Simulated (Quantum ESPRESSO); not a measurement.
## Collinear magnetic orders of Cr (Chromium) with Quantum ESPRESSO

A self-consistent run ends on one state, which hangs on the start. Several orders of Cr (Chromium) are started in Quantum ESPRESSO and their energies compared.

Main program and level: Quantum ESPRESSO 7.5; PBEsol; plane waves with GBRV 1.5 PBEsol potentials, no spin-orbit coupling.

This is a report of a sequence of runs, with most program output left out.

**1. The structure**

The structure is cubic, space group Im-3m (No. 229). Conventional cell: a = 2.884 Å, b = 2.884 Å, c = 2.884 Å, α = 90.00°, β = 90.00°, γ = 90.00°. Cr has 8 Cr at 2.50 Å nearest.

The cell comes from the Crystallography Open Database.

**2. Run 1, typed as ferro +**

The signs are those of the starting moments on the seeded atoms, the atoms that are given a moment.

The input, pw.in:

```
&CONTROL
  calculation = 'scf'
  prefix = 'pwscf'
  outdir = './tmp'
  pseudo_dir = './pseudo'
  disk_io = 'nowf'
/
&SYSTEM
  ibrav = 0
  nat = 1
  ntyp = 1
  ecutwfc = 40
  ecutrho = 280
  nbnd = 14
  occupations = 'smearing'
  smearing = 'fd'
  degauss = 0.00734986
  nspin = 2
  starting_magnetization(1) = 0.1786
/
&ELECTRONS
  conv_thr = 2d-09
  electron_maxstep = 150
  mixing_beta = 0.3
/
ATOMIC_SPECIES
Cr     51.9961 cr_pbesol_v1.5.uspp.F.UPF
CELL_PARAMETERS angstrom
  -1.4419500000    1.4419500000    1.4419500000
   1.4419500000   -1.4419500000    1.4419500000
   1.4419500000    1.4419500000   -1.4419500000
ATOMIC_POSITIONS crystal
Cr      0.0000000000    0.0000000000    0.0000000000
K_POINTS automatic
12 12 12 0 0 0
```

Command:

```bash
$ OMP_NUM_THREADS=1 mpirun -n 4 pw.x -nk 4 -in pw.in > pw.out
```

Elapsed: 3.2 s, on 4 MPI ranks of Arm Neoverse V1, shared host; peak memory 0.2 GiB.

The spin moment in the atom's sphere vanishes on all atoms.

Read from the output:

| Property | Result |
| --- | --- |
| smearing term TS | 0.02400 eV |
| magnetization | 0 μB |
| absolute magnetization | 0 μB |
| final state | non-magnetic |

Valence density in the ac plane of the conventional cell at fractional y = 0.000, with atoms of Cr within 0.2 Å of it. It is the smooth field of the valence electrons, not physical close to the nuclei.

Ten even steps from '0' (0 e/Å³) to '9' (14 e/Å³), each cell a mean:
```
79510000000279
86300000000137
22100000000012
00000000000000
00000000000000
00000000000000
00000000000000
00000000000000
00000000000000
00000000000000
11000000000001
65200000000135
89510000000269
18610000000287
```
Columns run along a (2.9 Å), rows up along c (2.9 Å), edges of the conventional cell, whose origin can differ from the input's. Atoms in or near the plane, at fractional coordinates: Cr at (0.00, 0.00).

**3. Start 2: antiferro q=(0,0,1/2) +−**

This order needs a doubled cell of 2 atoms. The wavevector q is in fractions of the reciprocal vectors of the crystal's primitive cell, as the cells of these inputs are built from it; moments change sign between cells as cos(2π q·R).

The input, pw.in:

```
&CONTROL
  calculation = 'scf'
  prefix = 'pwscf'
  outdir = './tmp'
  pseudo_dir = './pseudo'
  disk_io = 'nowf'
/
&SYSTEM
  ibrav = 0
  nat = 2
  ntyp = 2
  ecutwfc = 40
  ecutrho = 280
  nbnd = 21
  occupations = 'smearing'
  smearing = 'fd'
  degauss = 0.00734986
  nspin = 2
  starting_magnetization(1) = 0.1786
  starting_magnetization(2) = -0.1786
/
&ELECTRONS
  conv_thr = 4d-09
  electron_maxstep = 150
  mixing_beta = 0.3
/
ATOMIC_SPECIES
Cr1    51.9961 cr_pbesol_v1.5.uspp.F.UPF
Cr2    51.9961 cr_pbesol_v1.5.uspp.F.UPF
CELL_PARAMETERS angstrom
  -1.4419500000    1.4419500000    1.4419500000
   1.4419500000   -1.4419500000    1.4419500000
   2.8839000000    2.8839000000   -2.8839000000
ATOMIC_POSITIONS crystal
Cr1     0.0000000000    0.0000000000    0.0000000000
Cr2     0.0000000000    0.0000000000    0.5000000000
K_POINTS automatic
12 12 6 0 0 0
```

It took 24 s on 4 MPI ranks; peak memory 0.31 GiB; 97 s of CPU time.

The spin moment in the atom's sphere vanishes on all atoms.

Read from the output:

| Quantity | Value |
| --- | --- |
| smearing term TS | 0.04800 eV |
| magnetization | 0 μB |
| absolute magnetization | 0 μB |
| final state | non-magnetic |

Valence density in the ac plane at fractional y = 0.000, with atoms of Cr within 0.2 Å of it. It is the smooth field of the valence electrons, not physical close to the nuclei.

Ten even steps from '_' (0 e/Å³) to '@' (16 e/Å³), each cell a mean:
```
%%@@++..____________..++@@##
%%==::______________..==##@@
::..__________________..----
________________________....
____________________________
____________________________
____________________________
____________________________
____________________________
..::..____________________..
****==::________________..--
@@@@##--..____________..==@@
..##%%--..__________..--%%##
--@@**::____________..++@@==
@@##--..____________..==%%@@
++::..______________..::++**
..____________________....::
____________________________
____________________________
____________________________
____________________________
____________________________
__..________________________
----::..__________________::
@@%%++::______________..--**
**%%%%--..____________::##@@
__####--____________..++@@==
```
Columns run along a (2.5 Å), rows up along c (5.0 Å). Atoms in or near the plane, at fractional coordinates: Cr at (0.00, 0.00), Cr at (0.00, 0.50).

**4. Run 3, typed as antiferro q=(1/2,1/2,1/2) +−**

This order needs a doubled cell of 2 atoms.

Edit pw.in of step 3 so:

```diff
@@ -30,9 +30,9 @@
 CELL_PARAMETERS angstrom
-  -1.4419500000    1.4419500000    1.4419500000
-   1.4419500000   -1.4419500000    1.4419500000
-   2.8839000000    2.8839000000   -2.8839000000
+  -2.8839000000    2.8839000000    2.8839000000
+   0.0000000000    0.0000000000    2.8839000000
+   0.0000000000    2.8839000000    0.0000000000
 ATOMIC_POSITIONS crystal
 Cr1     0.0000000000    0.0000000000    0.0000000000
-Cr2     0.0000000000    0.0000000000    0.5000000000
+Cr2     0.5000000000    0.0000000000    0.0000000000
 K_POINTS automatic
-12 12 6 0 0 0
+6 12 12 0 0 0
```

The job ended after 13 s (4 MPI ranks; peak memory 0.27 GiB).

Spin moment in the atom's sphere by atom:

| atom | spin moment in the atom's sphere (μB) |
| --- | --- |
| Cr1 | 1.05 |
| Cr2 | -1.05 |

Read from the output:

- smearing term TS: 0.02758 eV
- magnetization: 0 μB
- absolute magnetization: 2.253 μB
- final state: antiferromagnetic

**5. Run 4 (no spin polarisation)**

The input, pw.in:

```
&CONTROL
  calculation = 'scf'
  prefix = 'pwscf'
  outdir = './tmp'
  pseudo_dir = './pseudo'
  disk_io = 'nowf'
/
&SYSTEM
  ibrav = 0
  nat = 1
  ntyp = 1
  ecutwfc = 40
  ecutrho = 280
  nbnd = 13
  occupations = 'smearing'
  smearing = 'fd'
  degauss = 0.00734986
/
&ELECTRONS
  conv_thr = 2d-09
  electron_maxstep = 150
  mixing_beta = 0.3
/
ATOMIC_SPECIES
Cr     51.9961 cr_pbesol_v1.5.uspp.F.UPF
CELL_PARAMETERS angstrom
  -1.4419500000    1.4419500000    1.4419500000
   1.4419500000   -1.4419500000    1.4419500000
   1.4419500000    1.4419500000   -1.4419500000
ATOMIC_POSITIONS crystal
Cr      0.0000000000    0.0000000000    0.0000000000
K_POINTS automatic
12 12 12 0 0 0
```

The job ended after 1.7 s (4 MPI ranks; peak memory 0.05 GiB; 6.6 s of CPU time).

Read from the output:

* smearing term TS: 0.02400 eV
* final state: non-magnetic (no spin polarisation)

**6. Ranking**

An order is kept where moments of 0.15 μB or more survive with the typed signs; meshes match where a doubled cell samples the same k points as the first cell.

Orders:

| start | final state | typed order kept | energy over the lowest (meV a seeded atom) | largest site moment (μB) | net moment (μB a cell of the first run) | mesh matched | CPU time (s) |
| --- | --- | --- | --- | --- | --- | --- | --- |
| ferro + | non-magnetic | no | 13.26 | 0 | 0 | yes | 12.44 |
| antiferro q=(0,0,1/2) +- | non-magnetic | no | 13.26 | 0 | 0 | yes | 97.04 |
| antiferro q=(1/2,1/2,1/2) +- | antiferromagnetic | yes | 0 | 1.053 | 0 | yes | 50.56 |
| no spin polarisation | non-magnetic | - | 13.24 | 0 | 0 | yes | 6.6 |

**7. Summary of results**

```json
{
 "lowest state found": "antiferromagnetic (from antiferro q=(1/2,1/2,1/2) +-)",
 "largest site moment": "1.05 μB",
 "state without moments": "13.2 meV a seeded atom higher"
}
```

At this level spin polarisation gains little. 2 starts lost their moments. Only these 4 starts were compared; other wavevectors, canted and longer-period orders were not. Energies are free energies at an electronic temperature of 1160 K, which lowers moments and differences where the moments are itinerant.

[Logs and program files are shortened in this print: banners, set-up blocks, solver, clock and traceback lines can be left out without a mark of their own.]

[Logs are printed without paths, hosts, clocks, repeated set-up lines and the standing remarks that a program may print on its own settings, such as how far it seeks lower states.]

[Hosts, paths, dates, database ids (printed as entryN), source tags and the programs' standing remarks are cut or masked in the printed files.]

[Where a cell is said to come from a database of computed structures, the database is the Materials Project.]
